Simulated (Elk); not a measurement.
# CmAs with and without a Hubbard term

Aim: see how the moments of CmAs follow the form and size of the Hubbard term.

Method: LDA (Perdew-Wang); all-electron APW+lo, Dirac cores, scalar-relativistic bands with second-variational spin-orbit coupling, in Elk 11.2.3 (patched build).

## Step 1: The starting structure

It takes space group Fm-3m (No. 225, cubic). The conventional cell has a = 5.901 Å, b = 5.901 Å, c = 5.901 Å, α = 90.00°, β = 90.00°, γ = 90.00°. Nearest to Cm lie 6 As at 2.95 Å. Nearest to As lie 6 Cm at 2.95 Å. Farther neighbours are not listed.

## Step 2: No U

The run without a Hubbard term is the reference.

The last three numbers of an atom's line are a seed field in its sphere. It points against the wanted moment and shrinks by the factor reducebf each loop.

elk.in reads:

```
tasks
  0
  15

xctype
  3

rgkmax
  7.0

nempty
  14

swidth
  0.001

reducebf
  0.7

epsengy
  1e-05

maxscl
  150

lmaxi
  3

nxlo
  3

spinorb
  .true.

cmagz
  .true.

spinpol
  .true.

sppath
  './'

avec
  0.00000000000 5.57563693071 5.57563693071
  5.57563693071 0.00000000000 5.57563693071
  5.57563693071 5.57563693071 0.00000000000

atoms
  2
  'Cm.in'
  1
  0.5000000000 0.5000000000 0.5000000000   0.000000 0.000000 -0.750000
  'As.in'
  1
  0.0000000000 0.0000000000 0.0000000000   0.000000 0.000000 0.000000

ngridk
  6 6 6
```

The run is started by

```console
$ OMP_NUM_THREADS=2 elk
```

Numbers of over 12 decimals in the logs are rounded to 6 here.

The log of the run:

```text
Warning(gndstate): core states of species 2 leak from the muffin-tin :   0.1421448485E-03
Warning(chksvso): spin-orbit splittings by the second variation are low [figures from our tests cut]: local-orbitals by j (lorbdm 7 and 8, zora) mend levels alone

--- INFO.OUT ---
┌─────────────────────────┐
│ Elk code version 11.2.3 │
└─────────────────────────┘

All units are atomic (Hartree, Bohr, etc.)

┌─────────────────────────────────────────────────┐
│ Ground-state run starting from atomic densities │
└─────────────────────────────────────────────────┘

Lattice vectors :
   0.000000000       5.575636931       5.575636931
   5.575636931       0.000000000       5.575636931
   5.575636931       5.575636931       0.000000000

Species : 1 (Cm)
 parameters loaded from : Cm.in
 name : curium
 nuclear charge    :   -96.00000000
 electronic charge :    96.00000000
 atomic mass :    450253.4561
 muffin-tin radius :    3.000000000
 number of radial points in muffin-tin :    797
 inner part over the whole radius :   0.9819647586E-02
 number on inner part of muffin-tin    :    574
 approximate nuclear radius :   0.1109296213E-03
 number of mesh points to nuclear radius :    305
 atomic positions (lattice), magnetic fields (Cartesian) :
  1 :   0.00000000  0.00000000  0.00000000    0.00000000  0.00000000 -0.75000000

Species : 2 (As)
 parameters loaded from : As.in
 name : arsenic
 nuclear charge    :   -33.00000000
 electronic charge :    33.00000000
 atomic mass :    136573.7220
 muffin-tin radius :    2.400000000
 number of radial points in muffin-tin :    497
 inner part over the whole radius :   0.9706720117E-02
 number on inner part of muffin-tin    :    351
 approximate nuclear radius :   0.7712558785E-04
 number of mesh points to nuclear radius :    171
 atomic positions (lattice), magnetic fields (Cartesian) :
  1 :   0.50000000  0.50000000  0.50000000    0.00000000  0.00000000  0.00000000

Total number of atoms per unit cell :    2
Total muffin-tin volume :    171.0031713
 ratio of muffin-tin to unit cell volume :   0.4932768237

Spin treatment :
 spin-polarised
 spin-orbit coupling
 global magnetic field (Cartesian) :    0.000000000       0.000000000       0.000000000
 collinear magnetisation in z-direction

Number of Bravais lattice symmetries :   48
Number of crystal symmetries         :    8
Crystal has inversion symmetry
Real symmetric eigensolver will be used

k-point grid :      6     6     6
k-point offset :    0.000000000       0.000000000       0.000000000
k-point set is reduced with full crystal symmetry group
Total number of k-points :       36

Muffin-tin radius times maximum |G+k| :    7.000000000
 using average radius
Maximum |G+k| for APW functions       :    2.592592593
Maximum (1/2)|G+k|²                   :    3.360768176
Maximum |G| for potential and density :    12.00000000
Constant for pseudocharge density :    9
 order of it for each species :   16  16
 order of it for pair densities of each species (exact exchange by exxq0 0: 16) :   12   6
Radial integration step length :    1

G-vector grid sizes :     32    32    32
Number of G-vectors :    10081

Maximum angular momentum used for
 APW functions            :    8
 outer part of muffin-tin :    6
 inner part of muffin-tin :    3

Number of empty states         :     28
Total number of valence states :     90
Total number of core states    :     96

Third-order local-orbitals added for an l without core states : T
Total number of local-orbitals :    107

Exchange-correlation functional :      3     0     0
 Perdew-Wang/Ceperley-Alder, Phys. Rev. B 45, 13244 (1992)
 gradient requirement :    0
 local density approximation (LDA)

Smearing type :    3
 Fermi-Dirac
Smearing width :   0.1000000000E-02
Effective electronic temperature (K) :    315.7750248

Mixing type :    3
 Broyden mixing, J. Phys. A: Math. Gen. 17, L317 (1984)

Kohn-Sham potential initialised from atomic data

┌──────────────────────────────┐
│ Self-consistent loop started │
└──────────────────────────────┘

┌─────────────────┐
│ Loop number : 1 │
└─────────────────┘

Energies :
 Fermi                       :     0.123742
 sum of occupied eigenvalues :     -21176.619437239
 electron kinetic            :      41764.235750970
 core electron kinetic       :      41389.430637602
 Coulomb                     :     -74789.864165915
 Coulomb potential           :     -62167.088253270
 nuclear-nuclear             :     -2428.0432848721
 electron-nuclear            :     -82599.798695736
 Hartree                     :      10237.977814694
 Madelung                    :     -43706.320039280
 xc potential                :     -773.37262847186
 xc effective B-field        :    -0.399929
 external B-field            :      0.000000
 exchange                    :     -570.72856011736
 correlation                 :     -13.250353495038
 electron entropic           :    -0.61836616888490E-04
 total energy                :     -33609.607390393
 (external B-field energy excluded from total)

Density of states at Fermi energy :    20.31119895
 (states/Hartree/unit cell)

Estimated indirect band gap :   0.4000109714E-03
 from k-point 35 to k-point 13
Estimated direct band gap   :   0.1242817005E-02
 at k-point 14

Charges :
 core                        :    96.00000000
 valence                     :    33.00000000
 interstitial                :    3.112993893
 muffin-tins (core leakage)
  species : 1 (Cm)
   atom 1                    :    93.98699693     (  0.3288261507E-04)
  species : 2 (As)
   atom 1                    :    31.90000918     (  0.1445805239E-03)
 total in muffin-tins        :    125.8870061
 total calculated charge     :    128.9997905
 total charge                :    129.0000000
 error                       :   0.2095471817E-03

Moments :
 interstitial                :   0.1761051026
 muffin-tins
  species : 1 (Cm)
   atom 1                    :    6.440067075
  species : 2 (As)
   atom 1                    :  -0.4386166869E-01
 total in muffin-tins        :    6.396205406
 total moment                :    6.572310508

[... earlier loops left out ...]

┌──────────────────┐
│ Loop number : 24 │
└──────────────────┘

Energies :
 Fermi                       :     0.249932
 sum of occupied eigenvalues :     -21164.982294478
 electron kinetic            :      41771.397151916
 core electron kinetic       :      41392.953685005
 Coulomb                     :     -74796.452009923
 Coulomb potential           :     -62160.699137753
 nuclear-nuclear             :     -2428.0432848721
 electron-nuclear            :     -82619.466973344
 Hartree                     :      10251.058248293
 Madelung                    :     -43716.102441047
 xc potential                :     -775.28450492253
 xc effective B-field        :    -0.395798
 external B-field            :      0.000000
 exchange                    :     -570.94325748568
 correlation                 :     -13.254906813442
 electron entropic           :    -0.96893739308387E-04
 total energy                :     -33609.253119200
 (external B-field energy excluded from total)

Density of states at Fermi energy :    28.59166229
 (states/Hartree/unit cell)

Estimated indirect band gap :   0.1381454752E-02
 from k-point 28 to k-point 14
Estimated direct band gap   :   0.1816163951E-02
 at k-point 28

Charges :
 core                        :    96.00000000
 valence                     :    33.00000000
 interstitial                :    3.141689628
 muffin-tins (core leakage)
  species : 1 (Cm)
   atom 1                    :    94.24207475     (  0.3100078609E-04)
  species : 2 (As)
   atom 1                    :    31.61623562     (  0.1421448485E-03)
 total in muffin-tins        :    125.8583104
 total calculated charge     :    128.9997994
 total charge                :    129.0000000
 error                       :   0.2005690430E-03

Moments :
 interstitial                :   0.1679310295
 muffin-tins
  species : 1 (Cm)
   atom 1                    :    6.412670746
  species : 2 (As)
   atom 1                    :  -0.6144724469E-01
 total in muffin-tins        :    6.351223501
 total moment                :    6.519154531

┌──────────────────────────────┐
│ Self-consistent loop stopped │
└──────────────────────────────┘

Warning : core states of species 2 leak from the muffin-tin :   0.1421448485E-03

Wrote STATE.OUT
```

It took 80 s on 2 threads of Arm Neoverse V2, shared host; peak memory 0.13 GiB; 2.6 min of CPU time.

Read from the output:

```
density of states at the Fermi level : 1.051 states/eV/cell
moment between the spheres           : 0.1679 μB
magnetization                        : 6.519 μB
final state                          : ferromagnetic
largest moment                       : 6.413 μB
```

After 24 cycles the largest moment stands at 6.41 μB.

Orbital moment <L> in the sphere by atom:

| atom | x (μB) | y (μB) | z (μB) | size |
| --- | --- | --- | --- | --- |
| Cm1 | 0.000 | 0.000 | 0.257 | 0.257 |
| As2 | 0.000 | 0.000 | -0.001 | 0.001 |

## Step 3: U = 4.00 eV, J = 0.50 eV on Cm f (fully localised)

Fully localised double counting pushes orbitals towards full or empty, which suits localised shells.

Edit elk.in of step 2 so:

```diff
@@ -40,2 +40,5 @@
 
+tmwrite
+  .true.
+
 sppath
@@ -59 +62,5 @@
   6 6 6
+
+dft+u
+  1 1
+  1 3 0.146997 0.018375
```

The run is started by

```console
$ OMP_NUM_THREADS=2 elk
```

The log of the run:

```text
Warning(gndstate): core states of species 2 leak from the muffin-tin :   0.1424120770E-03
Warning(gndstate): forces or DFT+U at lmaxo under 8 : 6
  [figures from our tests cut]: type lmaxo 8 and lmaxapw 10
Warning(chksvso): spin-orbit splittings by the second variation are low [figures from our tests cut]: local-orbitals by j (lorbdm 7 and 8, zora) mend levels alone

--- INFO.OUT ---
┌─────────────────────────┐
│ Elk code version 11.2.3 │
└─────────────────────────┘

All units are atomic (Hartree, Bohr, etc.)

┌─────────────────────────────────────────────────┐
│ Ground-state run starting from atomic densities │
└─────────────────────────────────────────────────┘

Lattice vectors :
   0.000000000       5.575636931       5.575636931
   5.575636931       0.000000000       5.575636931
   5.575636931       5.575636931       0.000000000

Species : 1 (Cm)
 muffin-tin radius :    3.000000000
 atomic positions (lattice), magnetic fields (Cartesian) :
  1 :   0.00000000  0.00000000  0.00000000    0.00000000  0.00000000 -0.75000000

Species : 2 (As)
 muffin-tin radius :    2.400000000
 atomic positions (lattice), magnetic fields (Cartesian) :
  1 :   0.50000000  0.50000000  0.50000000    0.00000000  0.00000000  0.00000000

Total number of atoms per unit cell :    2
Total muffin-tin volume :    171.0031713
 ratio of muffin-tin to unit cell volume :   0.4932768237

Spin treatment :
 spin-polarised
 spin-orbit coupling
 global magnetic field (Cartesian) :    0.000000000       0.000000000       0.000000000
 collinear magnetisation in z-direction

Number of Bravais lattice symmetries :   48
Number of crystal symmetries         :    8
Crystal has inversion symmetry
Real symmetric eigensolver will be used

k-point grid :      6     6     6
k-point offset :    0.000000000       0.000000000       0.000000000
k-point set is reduced with full crystal symmetry group
Total number of k-points :       36

Muffin-tin radius times maximum |G+k| :    7.000000000
 using average radius
Maximum |G+k| for APW functions       :    2.592592593
Maximum (1/2)|G+k|²                   :    3.360768176
Maximum |G| for potential and density :    12.00000000
Constant for pseudocharge density :    9
 order of it for each species :   16  16
 order of it for pair densities of each species (exact exchange by exxq0 0: 16) :   12   6
Radial integration step length :    1

G-vector grid sizes :     32    32    32
Number of G-vectors :    10081

Maximum angular momentum used for
 APW functions            :    8
 outer part of muffin-tin :    6

Number of empty states         :     28
Total number of valence states :     90
Total number of core states    :     96

Third-order local-orbitals added for an l without core states : T
Total number of local-orbitals :    107

Exchange-correlation functional :      3     0     0
 Perdew-Wang/Ceperley-Alder, Phys. Rev. B 45, 13244 (1992)
 gradient requirement :    0
 local density approximation (LDA)

DFT+U calculation
 fully localised limit (FLL)
 see Phys. Rev. B 52, R5467 (1995)
 species : 1 (Cm), l = 3, U =   0.14699700, J =   0.01837500

Smearing type :    3
 Fermi-Dirac
Smearing width :   0.1000000000E-02
Effective electronic temperature (K) :    315.7750248

Mixing type :    3
 Broyden mixing, J. Phys. A: Math. Gen. 17, L317 (1984)

Kohn-Sham potential initialised from atomic data

┌──────────────────────────────┐
│ Self-consistent loop started │
└──────────────────────────────┘

[... earlier loops left out ...]

┌──────────────────┐
│ Loop number : 44 │
└──────────────────┘

Energies :
 Fermi                       :     0.249337
 sum of occupied eigenvalues :     -21165.876663226
 electron kinetic            :      41770.993503062
 core electron kinetic       :      41392.910084299
 Coulomb                     :     -74796.524307822
 Coulomb potential           :     -62161.225326434
 nuclear-nuclear             :     -2428.0432848721
 electron-nuclear            :     -82619.018122392
 Hartree                     :      10250.537099442
 Madelung                    :     -43715.911644605
 xc potential                :     -775.28943170878
 xc effective B-field        :    -0.355407
 external B-field            :      0.000000
 exchange                    :     -570.91405258882
 correlation                 :     -13.258044439438
 DFT+U                       :     0.455400
 electron entropic           :    -0.57915086930536E-04
 total energy                :     -33609.247559341
 (external B-field energy excluded from total)

Density of states at Fermi energy :    19.04288680
 (states/Hartree/unit cell)

Estimated indirect band gap :   0.6519101918E-03
 from k-point 14 to k-point 14
Estimated direct band gap   :   0.6519101918E-03
 at k-point 14

Charges :
 core                        :    96.00000000
 valence                     :    33.00000000
 interstitial                :    3.156358545
 muffin-tins (core leakage)
  species : 1 (Cm)
   atom 1                    :    94.21098882     (  0.3074825091E-04)
  species : 2 (As)
   atom 1                    :    31.63265263     (  0.1424120770E-03)
 total in muffin-tins        :    125.8436415
 total calculated charge     :    128.9997907
 total charge                :    129.0000000
 error                       :   0.2093218061E-03

Moments :
 interstitial                :   0.1062736900
 muffin-tins
  species : 1 (Cm)
   atom 1                    :    6.047048768
  species : 2 (As)
   atom 1                    :  -0.9114093602E-01
 total in muffin-tins        :    5.955907832
 total moment                :    6.062181522

┌──────────────────────────────┐
│ Self-consistent loop stopped │
└──────────────────────────────┘

Warning : core states of species 2 leak from the muffin-tin :   0.1424120770E-03

Warning : forces or DFT+U at lmaxo under 8 : 6

Wrote STATE.OUT
```

Run time: 2.8 min. Hardware: 2 threads; peak memory 0.13 GiB.

Numbers from this step:

```yaml
density_of_states_at_the_fermi_level: 0.6998 states/eV/cell
moment_between_the_spheres: 0.1063 μB
magnetization: 6.062 μB
final_state: ferromagnetic
largest_moment: 6.047 μB
```

The largest spin moment is -0.37 μB from that of the first run.

Orbital moment <L> in the sphere by atom:

| atom | x (μB) | y (μB) | z (μB) | size |
| --- | --- | --- | --- | --- |
| Cm1 | 0.000 | 0.000 | 0.431 | 0.431 |
| As2 | 0.000 | 0.000 | -0.006 | 0.006 |

FDU.OUT:

```text

   1   3 : species, l
  0.1469970000     : F^(0)
  0.2190218280     : F^(2)
  0.1463390288     : F^(4)
  0.1082670863     : F^(6)
  0.1469970000     : U
  0.1837500000E-01 : J
```

In eV, for the first corrected species: U = 4.00, J = 0.50.

Tensor moments of the density matrix of the first corrected atom (TENSMOM.OUT, the program's normalisation), largest first:

| k | p | r | magnitude | energy (Ha) |
| --- | --- | --- | --- | --- |
| 0 | 0 | 0 | 7.007 | -2.2e-4 |
| 0 | 1 | 1 | 5.897 | -0.160 |
| 1 | 1 | 0 | 2.814 | -0.0499 |
| 1 | 1 | 2 | 1.660 | -0.0174 |
| 2 | 1 | 3 | 0.6013 | -0.00210 |
| 2 | 1 | 1 | 0.2303 | -3.1e-4 |
| 1 | 0 | 1 | 0.2240 | -3.2e-4 |
| 3 | 1 | 4 | 0.1877 | -1.6e-4 |
| 2 | 0 | 2 | 0.1362 | 5.5e-7 |
| 4 | 0 | 4 | 0.07434 | -1.8e-5 |

Here k is the rank of the orbital part, p = 1 marks spin, 000 is the shell's charge, 011 its spin, 101 its orbital moment and 110 the spin–orbit term.

[end of part 1 of 2]

[Logs and program files are shortened in this print: banners, set-up blocks, solver, clock and traceback lines can be left out without a mark of their own.]

[Logs are printed without paths, hosts, clocks, repeated set-up lines and the standing remarks that a program may print on its own settings, such as how far it seeks lower states.]

[Hosts, paths, dates, database ids (printed as entryN), source tags and the programs' standing remarks are cut or masked in the printed files.]

[Where a cell is said to come from a database of computed structures, the database is the Materials Project.]
